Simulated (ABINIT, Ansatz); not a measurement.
# GaH3 (Pm-3m): zone-centre phonons, part 4 of 4

Aim: the zone-centre modes of GaH3 (Pm-3m).

ABINIT 10.8.3; DFT LDA, scalar-relativistic, plane waves, HGH norm-conserving pseudopotentials.

So far, highest optical zone-centre mode (no LO-TO term) (cm⁻¹): step 5 (modes with the sum rule) 1646. The relaxed cell has a = 3.380 Å (conventional setting).

The structure was built from a prototype and need not be the compound's stable phase.

## (6) Sum rules set otherwise (asr 0)

Without the rule the raw error of the acoustic modes shows.

anaddb.abi reads:

```
ddb_filepath "gamma_DDB"
output_file "anaddb.abo"
outdata_prefix "anaddb"
asr 0
chneut 0
enunit 2
eivec 1
nph1l 1
qph1l 0.0 0.0 0.0 1.0
```

mrgddb.in reads:

```
gamma_DDB
merged
2
dfpt_gammao_DDB
gso_DDB
```

Run with:

```sh
$ mrgddb < mrgddb.in > mrgddb.log
$ OMP_NUM_THREADS=1 anaddb anaddb.abi > anaddb.log
```

anaddb.abo, the main output file:

```text
-outvars_anaddb: echo values of input variables ----------------------

 Miscellaneous information :
      enunit         2
       eivec         1
      chneut         0
 First list of wavevector (reduced coord.) :
       nph1l         1
       qph1l
                     0.00000000E+00  0.00000000E+00  0.00000000E+00    1.000E+00

================================================================================

 read the DDB information and perform some checks

  ==== Info on the Cryst% object ====
 Real(R)+Recip(G) space primitive vectors, cartesian coordinates (Bohr,Bohr^-1):
 R(1)=  6.3864960  0.0000000  0.0000000  G(1)=  0.1565804  0.0000000  0.0000000
 R(2)=  0.0000000  6.3864960  0.0000000  G(2)=  0.0000000  0.1565804  0.0000000
 R(3)=  0.0000000  0.0000000  6.3864960  G(3)=  0.0000000  0.0000000  0.1565804
 Unit cell volume ucvol=  2.6048813E+02 bohr^3
 Angles (23,13,12)=  9.00000000E+01  9.00000000E+01  9.00000000E+01 degrees
 Time-reversal symmetry is present
 Reduced atomic positions [iatom, xred, symbol]:
    1)    0.0000000  0.0000000  0.0000000  Ga
    2)    0.5000000  0.0000000  0.0000000   H
    3)    0.0000000  0.5000000  0.0000000   H
    4)    0.0000000  0.0000000  0.5000000   H

 DDB file with 3 blocks has been read.

================================================================================

 Treat the first list of vectors

  Phonon wavevector (reduced coordinates) :  0.00000  0.00000  0.00000
 Phonon energies in Hartree :
   2.808590E-07  2.808655E-07  2.808850E-07  1.242393E-03  1.242393E-03
   1.242393E-03  2.166319E-03  2.166319E-03  2.166319E-03  7.497655E-03
   7.497655E-03  7.497655E-03
 Phonon energies in meV     :
-  7.642563E-03  7.642740E-03  7.643271E-03  3.380723E+01  3.380723E+01
-  3.380723E+01  5.894853E+01  5.894853E+01  5.894853E+01  2.040216E+02
-  2.040216E+02  2.040216E+02
 Phonon frequencies in cm-1    :
-  6.164143E-02  6.164286E-02  6.164714E-02  2.726737E+02  2.726737E+02
-  2.726737E+02  4.754520E+02  4.754520E+02  4.754520E+02  1.645545E+03
-  1.645545E+03  1.645545E+03
 Phonon frequencies in Thz     :
-  1.847964E-03  1.848006E-03  1.848135E-03  8.174551E+00  8.174551E+00
-  8.174551E+00  1.425369E+01  1.425369E+01  1.425369E+01  4.933220E+01
-  4.933220E+01  4.933220E+01
 Phonon energies in Kelvin  :
-  8.868826E-02  8.869031E-02  8.869648E-02  3.923166E+02  3.923166E+02
-  3.923166E+02  6.840693E+02  6.840693E+02  6.840693E+02  2.367572E+03
-  2.367572E+03  2.367572E+03

 Eigendisplacements
 (will be given, for each mode : in cartesian coordinates
   for each atom the real part of the displacement vector,
   then the imaginary part of the displacement vector - absolute values smaller than 1.0d-7 are set to zero)
  Mode number    1   Energy    2.808590E-07
 Attention : low frequency mode.
   (Could be unstable or acoustic mode)
-  1  0.00000000E+00  0.00000000E+00  2.74607746E-03
-     0.00000000E+00  0.00000000E+00  0.00000000E+00
-  2  0.00000000E+00  0.00000000E+00  2.74610855E-03
-     0.00000000E+00  0.00000000E+00  0.00000000E+00
-  3  0.00000000E+00  0.00000000E+00  2.74610855E-03
-     0.00000000E+00  0.00000000E+00  0.00000000E+00
-  4  0.00000000E+00  0.00000000E+00  2.74608764E-03
-     0.00000000E+00  0.00000000E+00  0.00000000E+00
  Mode number    2   Energy    2.808655E-07
 Attention : low frequency mode.
   (Could be unstable or acoustic mode)
-  1  6.78642711E-07 -2.74607738E-03  0.00000000E+00
-     0.00000000E+00  0.00000000E+00  0.00000000E+00
-  2  6.78645227E-07 -2.74610846E-03  0.00000000E+00
-     0.00000000E+00  0.00000000E+00  0.00000000E+00
-  3  6.78650393E-07 -2.74608756E-03  0.00000000E+00
-     0.00000000E+00  0.00000000E+00  0.00000000E+00
-  4  6.78650393E-07 -2.74610846E-03  0.00000000E+00
-     0.00000000E+00  0.00000000E+00  0.00000000E+00
  Mode number    3   Energy    2.808850E-07
 Attention : low frequency mode.
   (Could be unstable or acoustic mode)
-  1  2.74607738E-03  6.78642739E-07  0.00000000E+00
-     0.00000000E+00  0.00000000E+00  0.00000000E+00
-  2  2.74608756E-03  6.78650421E-07  0.00000000E+00
-     0.00000000E+00  0.00000000E+00  0.00000000E+00
-  3  2.74610846E-03  6.78645255E-07  0.00000000E+00
-     0.00000000E+00  0.00000000E+00  0.00000000E+00
-  4  2.74610846E-03  6.78650421E-07  0.00000000E+00
-     0.00000000E+00  0.00000000E+00  0.00000000E+00
  Mode number    4   Energy    1.242393E-03
-  1  0.00000000E+00  0.00000000E+00 -5.39755106E-04
-     0.00000000E+00  0.00000000E+00  0.00000000E+00
-  2  0.00000000E+00 -1.50704588E-06  1.55928302E-02
-     0.00000000E+00  0.00000000E+00  0.00000000E+00
-  3  0.00000000E+00 -5.94479592E-07  1.55928302E-02
-     0.00000000E+00  0.00000000E+00  0.00000000E+00
-  4  0.00000000E+00 -1.50704588E-06  6.15085411E-03
-     0.00000000E+00  0.00000000E+00  0.00000000E+00
  Mode number    5   Energy    1.242393E-03
-  1  0.00000000E+00  5.39755104E-04  0.00000000E+00
-     0.00000000E+00  0.00000000E+00  0.00000000E+00
-  2 -5.04794349E-07 -1.55928302E-02 -1.50705004E-06
-     0.00000000E+00  0.00000000E+00  0.00000000E+00
-  3 -1.27968774E-06 -6.15085409E-03 -1.50705004E-06
-     0.00000000E+00  0.00000000E+00  0.00000000E+00
-  4 -1.27968774E-06 -1.55928302E-02 -5.94481234E-07
-     0.00000000E+00  0.00000000E+00  0.00000000E+00
  Mode number    6   Energy    1.242393E-03
-  1  5.39755107E-04  0.00000000E+00  0.00000000E+00
-     0.00000000E+00  0.00000000E+00  0.00000000E+00
-  2 -6.15085412E-03  1.27969264E-06  0.00000000E+00
-     0.00000000E+00  0.00000000E+00  0.00000000E+00
-  3 -1.55928302E-02  5.04796283E-07  0.00000000E+00
-     0.00000000E+00  0.00000000E+00  0.00000000E+00
-  4 -1.55928302E-02  1.27969264E-06  0.00000000E+00
-     0.00000000E+00  0.00000000E+00  0.00000000E+00
  Mode number    7   Energy    2.166319E-03
-  1  0.00000000E+00  0.00000000E+00  0.00000000E+00
-     0.00000000E+00  0.00000000E+00  0.00000000E+00
-  2  0.00000000E+00  1.72505734E-06  1.64963404E-02
-     0.00000000E+00  0.00000000E+00  0.00000000E+00
-  3  2.77300255E-07  0.00000000E+00 -1.64963404E-02
-     0.00000000E+00  0.00000000E+00  0.00000000E+00
-  4 -2.77300255E-07 -1.72505734E-06  0.00000000E+00
-     0.00000000E+00  0.00000000E+00  0.00000000E+00
  Mode number    8   Energy    2.166319E-03
-  1  0.00000000E+00  0.00000000E+00  0.00000000E+00
-     0.00000000E+00  0.00000000E+00  0.00000000E+00
-  2  0.00000000E+00  1.64963403E-02 -1.72507623E-06
-     0.00000000E+00  0.00000000E+00  0.00000000E+00
-  3  1.12433044E-06  0.00000000E+00  1.72507623E-06
-     0.00000000E+00  0.00000000E+00  0.00000000E+00
-  4 -1.12433044E-06 -1.64963403E-02  0.00000000E+00
-     0.00000000E+00  0.00000000E+00  0.00000000E+00
  Mode number    9   Energy    2.166319E-03
-  1  0.00000000E+00  0.00000000E+00  0.00000000E+00
-     0.00000000E+00  0.00000000E+00  0.00000000E+00
-  2  0.00000000E+00  1.12435943E-06  2.77182680E-07
-     0.00000000E+00  0.00000000E+00  0.00000000E+00
-  3 -1.64963404E-02  0.00000000E+00 -2.77182680E-07
-     0.00000000E+00  0.00000000E+00  0.00000000E+00
-  4  1.64963404E-02 -1.12435943E-06  0.00000000E+00
-     0.00000000E+00  0.00000000E+00  0.00000000E+00
  Mode number   10   Energy    7.497655E-03
-  1  0.00000000E+00  0.00000000E+00  1.88980431E-04
-     0.00000000E+00  0.00000000E+00  0.00000000E+00
-  2  0.00000000E+00  0.00000000E+00  4.63160662E-03
-     0.00000000E+00  0.00000000E+00  0.00000000E+00
-  3  0.00000000E+00  0.00000000E+00  4.63160662E-03
-     0.00000000E+00  0.00000000E+00  0.00000000E+00
-  4  0.00000000E+00  0.00000000E+00 -2.23357223E-02
-     0.00000000E+00  0.00000000E+00  0.00000000E+00
  Mode number   11   Energy    7.497655E-03
-  1  0.00000000E+00 -1.88980431E-04  0.00000000E+00
-     0.00000000E+00  0.00000000E+00  0.00000000E+00
-  2  0.00000000E+00 -4.63160662E-03  0.00000000E+00
-     0.00000000E+00  0.00000000E+00  0.00000000E+00
-  3  0.00000000E+00  2.23357223E-02  0.00000000E+00
-     0.00000000E+00  0.00000000E+00  0.00000000E+00
-  4  0.00000000E+00 -4.63160662E-03  0.00000000E+00
-     0.00000000E+00  0.00000000E+00  0.00000000E+00
  Mode number   12   Energy    7.497655E-03
-  1  1.88980431E-04  0.00000000E+00  0.00000000E+00
-     0.00000000E+00  0.00000000E+00  0.00000000E+00
-  2 -2.23357223E-02  0.00000000E+00  0.00000000E+00
-     0.00000000E+00  0.00000000E+00  0.00000000E+00
-  3  4.63160662E-03  0.00000000E+00  0.00000000E+00
-     0.00000000E+00  0.00000000E+00  0.00000000E+00
-  4  4.63160662E-03  0.00000000E+00  0.00000000E+00
-     0.00000000E+00  0.00000000E+00  0.00000000E+00

 Analysis of degeneracies and characters (maximum tolerance=1.00E-06 a.u.)
 For each vibration mode, or group of modes if degenerate,
 the characters are given for each symmetry operation (see the list in the log file).
 Symmetry characters of vibration mode #   1
       degenerate with vibration modes #   2 to    3
  3.0 -3.0 -1.0  1.0 -1.0  1.0 -1.0  1.0  1.0 -1.0 -1.0  1.0  1.0 -1.0 -1.0  1.0
 -0.0  0.0 -0.0  0.0  0.0 -0.0  0.0 -0.0  1.0 -1.0 -1.0  1.0 -1.0  1.0  1.0 -1.0
 -0.0  0.0  0.0 -0.0  0.0 -0.0 -0.0  0.0  1.0 -1.0  1.0 -1.0 -1.0  1.0 -1.0  1.0
 Symmetry characters of vibration mode #   4
       degenerate with vibration modes #   5 to    6
  3.0 -3.0 -1.0  1.0 -1.0  1.0 -1.0  1.0  1.0 -1.0 -1.0  1.0  1.0 -1.0 -1.0  1.0
 -0.0  0.0 -0.0  0.0  0.0 -0.0  0.0 -0.0  1.0 -1.0 -1.0  1.0 -1.0  1.0  1.0 -1.0
 -0.0  0.0  0.0 -0.0  0.0 -0.0 -0.0  0.0  1.0 -1.0  1.0 -1.0 -1.0  1.0 -1.0  1.0
 Symmetry characters of vibration mode #   7
       degenerate with vibration modes #   8 to    9
  3.0 -3.0 -1.0  1.0 -1.0  1.0 -1.0  1.0 -1.0  1.0  1.0 -1.0 -1.0  1.0  1.0 -1.0
  0.0 -0.0  0.0 -0.0 -0.0  0.0 -0.0  0.0 -1.0  1.0  1.0 -1.0  1.0 -1.0 -1.0  1.0
  0.0 -0.0 -0.0  0.0 -0.0  0.0  0.0 -0.0 -1.0  1.0 -1.0  1.0  1.0 -1.0  1.0 -1.0
 Symmetry characters of vibration mode #  10
       degenerate with vibration modes #  11 to   12
  3.0 -3.0 -1.0  1.0 -1.0  1.0 -1.0  1.0  1.0 -1.0 -1.0  1.0  1.0 -1.0 -1.0  1.0
 -0.0  0.0 -0.0  0.0  0.0 -0.0 -0.0  0.0  1.0 -1.0 -1.0  1.0 -1.0  1.0  1.0 -1.0
 -0.0  0.0  0.0 -0.0 -0.0  0.0 -0.0  0.0  1.0 -1.0  1.0 -1.0 -1.0  1.0 -1.0  1.0
-
```

The job ended after 0.55 s (1 thread of Arm Neoverse N1, shared host).

Zone-centre frequencies as printed; negative means imaginary. Modes:

| mode | frequency (cm⁻¹) |
| --- | --- |
| 1 | 0.06 |
| 2 | 0.06 |
| 3 | 0.06 |
| 4 | 272.7 |
| 5 | 272.7 |
| 6 | 272.7 |
| 7 | 475.4 |
| 8 | 475.4 |
| 9 | 475.4 |
| 10 | 1646 |
| 11 | 1646 |
| 12 | 1646 |

## (7) A second program

The same cell goes through another code, with its own cutoff. The potentials differ.

This step: DFT LDA, scalar-relativistic, plane waves, PseudoDojo norm-conserving pseudopotentials (Ansatz 0.2.0).

input.yaml reads:

```yaml
crystal:
  lattice:
    - [3.3795881423, 0.0, 0.0]
    - [0.0, 3.3795881423, 0.0]
    - [0.0, 0.0, 3.3795881423]
  atoms:
    - { symbol: Ga, position: [0.0, 0.0, 0.0] }
    - { symbol: H, position: [0.5, 0.0, 0.0] }
    - { symbol: H, position: [0.0, 0.5, 0.0] }
    - { symbol: H, position: [0.0, 0.0, 0.5] }
kpoints:
  mp_grid: { grid: [12, 12, 12] }
hamiltonian:
  xc: lda
  pseudopotentials: { kind: nc, accuracy: standard }
scf:
  occupations: { method: gaussian, width: 0.27211 }
output:
  eigenvalues: true
phonons:
  method: dfpt
```

Run with:

```sh
$ ansatz run input.yaml --threads 2 --pin off --max-ram 4096MiB --backend cpu --events-out ev --progress --plain --runs-dir out
```

Log:

```text
zone centre: on kpoints.mp_grid the ground state, and the responses unless they are solved on pairs of k-points, stand on 343 of the mesh's 1728 k-points, reduced under 8 symmetry operations, with k and −k counted as one. Each operation leaves every solved displacement unchanged or reverses it
Engine: ansatz 0.2.0, aarch64-unknown-linux-gnu
Pseudopotentials: kind: nc
Pseudopotential: Ga, nc, valence charge 13, recommended cutoff 1088.45545 eV (normal), Ga.nc.azcp (PseudoDojo's, or run here from an input of PseudoDojo's; its table is named by hamiltonian.pseudopotentials.accuracy)
Pseudopotential: H, nc, valence charge 1, recommended cutoff 1006.821291 eV (normal), H.nc.azcp (PseudoDojo's, or run here from an input of PseudoDojo's; its table is named by hamiltonian.pseudopotentials.accuracy)
Functional definition: SPW92
  exchange = slater_x
  correlation = pw_c
Crystal: 4 atoms, lattice volume = 38.600 Å³
Basis set: ecut = 1088.45545 eV, 3119 PW (Γ), exchange–correlation on 80×80×80 points (8 copies of the dense FFT grid, shifted against one another)
Bands: 12, of which v1, the nominal top of the filled ones, is band 8 counted from 1 (7 counted from 0)
Symmetry: 48 space group operations
k-points: 343 of 1728 (irreducible under 8 space group operations)
Non-local potential: Ga, projectors of the file, l = 0: 2, l = 1: 2, l = 2: 2
Non-local potential: H, projectors of the file, l = 0: 2, l = 1: 1
Initial density: superposition of atomic densities (chi_scale 0.1, normalization cell, long waves kept (reshape's long-wave potential 0.00 eV rms))
Initial wavefunctions: pseudopotential atomic-orbital guess
Functional: x = slater, c = lda
SCF iter   1: F=—  HF=-2124.518985 eV  |F-HF|=—  |Δ(HF+E_count)|=         —  Δρ=7.58e-2  dr2=1.77e0  ethr=3.10e-3  ⟨swp⟩=4.7  Hψ=22857  notcnv=0
preconditioner: auto → none  [metal: Δε(μ)=0.082 eV  Ē_g=16.848 eV  σ=0.272 eV  W_gap=0.17  n_scr=6 (ndim 8)  ℏωp=23.9 eV  f_vac=0.004  D(μ)=0.42/eV (n_scr^D=0)  sad-step TF]
SCF iter   2: F=—  HF=-2124.056135 eV  |F-HF|=—  |Δ(HF+E_count)|=   4.63e-1  Δρ=3.99e-2  dr2=5.56e-1  ethr=3.10e-3  ⟨swp⟩=2.2  Hψ=7648  notcnv=0
SCF iter   3: F=—  HF=-2123.864208 eV  |F-HF|=—  |Δ(HF+E_count)|=   1.92e-1  Δρ=4.47e-3  dr2=5.56e-3  ethr=3.10e-3  ⟨swp⟩=2.1  Hψ=6349  notcnv=0
SCF iter   4: F=—  HF=-2123.865413 eV  |F-HF|=—  |Δ(HF+E_count)|=   1.21e-3  Δρ=2.35e-3  dr2=8.72e-4  ethr=3.48e-5  ⟨swp⟩=2.0  Hψ=7053  notcnv=0
SCF iter   5: F=—  HF=-2123.865257 eV  |F-HF|=—  |Δ(HF+E_count)|=   1.56e-4  Δρ=3.82e-4  dr2=3.33e-5  ethr=5.45e-6  ⟨swp⟩=2.7  Hψ=7434  notcnv=0
SCF iter   6: F=—  HF=-2123.865260 eV  |F-HF|=—  |Δ(HF+E_count)|=   2.60e-6  Δρ=3.85e-5  dr2=5.56e-7  ethr=2.08e-7  ⟨swp⟩=2.7  Hψ=7082  notcnv=0
SCF iter   7: F=—  HF=-2123.865258 eV  |F-HF|=—  |Δ(HF+E_count)|=   1.66e-6  Δρ=3.63e-6  dr2=3.63e-9  ethr=3.47e-9  ⟨swp⟩=2.0  Hψ=5132  notcnv=0
SCF iter   8: F=—  HF=-2123.865258 eV  |F-HF|=—  |Δ(HF+E_count)|=   2.34e-9  Δρ=5.62e-7  dr2=5.53e-11  ethr=2.27e-11  ⟨swp⟩=2.1  Hψ=6208  notcnv=0
SCF iter   9: F=-2123.865258 eV  HF=-2123.865258 eV  |F-HF|=1.82e-12  |Δ(HF+E_count)|=  6.37e-12  Δρ=4.97e-8  dr2=2.67e-13  ethr=1.00e-12  ⟨swp⟩=7.3  Hψ=22773  notcnv=0
SCF 1 converged in 9 iterations: F = -2123.865258 eV  dr2 = 2.67e-13
DFPT response loops at Γ: preconditioner auto → Kerker (q_TF=auto, 2.356 Å⁻¹) (partly filled bands, converged f_vac=0.110); β = 1.00, the filter's whole step (`scf.mixing.beta` (0.50) is not read by the response loops under this deck's `scf.mixing.preconditioner`; to damp them name `kerker` or `kerker_dos`, under which they read `scf.mixing.beta`, and type it under 1.00, their step now; both keys bind the ground state too); Broyden in place of MSR1
SCF converged after 9 iterations
Free energy (F): -2123.865258 eV
Harris-Foulkes:  -2123.865258 eV  (|F-HF|=1.82e-12)
Internal energy: -2123.849980 eV  (E = F + TS)
E sigma→0 (E₀):  -2123.857619 eV
Entropy (-TS):   -0.015278 eV (-3.820 meV/atom)
Fermi energy:    3.861857 eV
--- Per-component energies (eV) ---
  E_band       = -116.313883
  E_kinetic    = 1747.465001
  E_local      = -1936.449570  (includes V_loc(G=0)·N_el)
  E_nonlocal   = -1042.216387
  E_hartree    = 758.312073
  E_xc         = -587.914032
  E_vxc        = -401.737069  (∫ρ·V_xc dr)
  E_ewald      = -1063.047066
  E_smearing   = -0.015278  (= −TS)
  E_closure    = 0.000000  (closes the sum)
  Σ components = -2123.865258   (vs F -2123.865258, Δ=0.00e0)
--- Band table (eV; the first three rows and the last of 343) ---
  k-point 0: bands = [... 4 lower, -10.8027, -7.0449, 4.1080, 4.1080, 7.8202, 7.8202, 7.8202, 11.6954]
  k-point 1: bands = [... 4 lower, -10.8026, -6.9689, 3.4576, 4.1339, 7.8901, 7.8901, 8.2448, 12.1168]
  k-point 2: bands = [... 4 lower, -10.8022, -6.7418, 2.1350, 4.2063, 8.0918, 8.0918, 8.9411, 13.3007]
  k-point 342: bands = [... 4 lower, -10.8700, -0.5633, -0.5633, -0.5633, 1.0233, 9.4159, 9.4159, 9.4159]
--- Phonons (Γ-DFPT): 3 representative perturbations + reference, on 343 of 1728 k-points (Σ response iterations 9) ---
  k mesh reduced under 8 symmetry operations, with k and −k counted as one. Each operation leaves every solved displacement unchanged or reverses it
  ASR residual: 5.883e-5 → 0.000e0 eV/Å²; symmetrization residual: 6.258e-6 eV/Å²
  ASR residual per site (eV/Å²): 5.88e-5 1.30e-5 1.30e-5 1.30e-5
  Γ frequencies (cm⁻¹): 0.00 0.00 0.00 303.41 303.41 303.41 429.95 429.95 429.95 1797.22 1797.22 1797.22
  non-analytic LO–TO correction: not included (Born effective charges unavailable; polar crystals: no LO–TO splitting at Γ)
```

Elapsed: 2.5 min, on 2 threads; peak memory 1.5 GiB.

This step gave:

| Quantity | Value |
| --- | --- |
| sum-rule residual before enforcement | 5.88e-5 eV/Å² |
| highest optical zone-centre mode (no LO-TO term) | 1797 cm⁻¹ |
| lowest optical zone-centre mode | 303.4 cm⁻¹ |

## (8) Side by side: ABINIT HGH and Ansatz, PseudoDojo

Numbers from this step:

```yaml
root_mean_square_difference: 93.14 cm⁻¹
largest_difference: 151.7 cm⁻¹
```

Optical modes, paired by symmetry label. Frequencies side by side, by row:

| q (reciprocal lattice) | mode | ABINIT HGH (cm⁻¹) | Ansatz, PseudoDojo (cm⁻¹) |
| --- | --- | --- | --- |
| 0 0 0 | 4 | 272.7 | 303.4 |
| 0 0 0 | 5 | 272.7 | 303.4 |
| 0 0 0 | 6 | 272.7 | 303.4 |
| 0 0 0 | 7 | 475.5 | 430 |
| 0 0 0 | 8 | 475.5 | 430 |
| 0 0 0 | 9 | 475.5 | 430 |
| 0 0 0 | 10 | 1646 | 1797 |
| 0 0 0 | 11 | 1646 | 1797 |
| 0 0 0 | 12 | 1646 | 1797 |

At the zone centre the largest difference (acoustic modes at Γ apart) is 9 % of the highest mode.

## (9) Summary of results

```yaml
space_group_after_relaxation: Pm-3m
volume_per_atom: 9.65 Å³
highest_optical_zone_centre_mode_no_lo_to_term: 1646 cm⁻¹
lowest_optical_zone_centre_mode: 272.7 cm⁻¹
imaginary_optical_modes_at_the_zone_centre_no_q_mesh_in_this_session: none
largest_difference_from_ansatz_pseudodojo: 151.7 cm⁻¹
```

At the LDA level the optical modes of GaH3 (Pm-3m) at the zone centre run from 273 to 1646 cm⁻¹. On other potentials, and in a cell that was not relaxed for them, the second run differs strongly on some modes. ABINIT HGH and Ansatz, PseudoDojo differ by 93.1 cm⁻¹ in the root mean square and by 151.7 cm⁻¹ at most, 9.2 % of the highest mode compared (acoustic modes at Γ left out); the two use different potentials, and the cell was not relaxed for the second set. These are harmonic frequencies at zero temperature: anharmonic shifts and linewidths and thermal expansion are left out. The HGH files keep few electrons and have no core correction, which is cheap but rough for Ga. In a metal the frequencies hang on the k mesh and the smearing, most of all near Kohn anomalies. The structure is a hypothetical one, built on a prototype.

[Host names and launcher messages were left out of these logs when they were recorded.]

[Logs are printed without paths, hosts, clocks, repeated set-up lines and the standing remarks that a program may print on its own settings, such as how far it seeks lower states.]

[Hosts, paths, dates, database ids (printed as entryN), source tags and the programs' standing remarks are cut or masked in the printed files.]
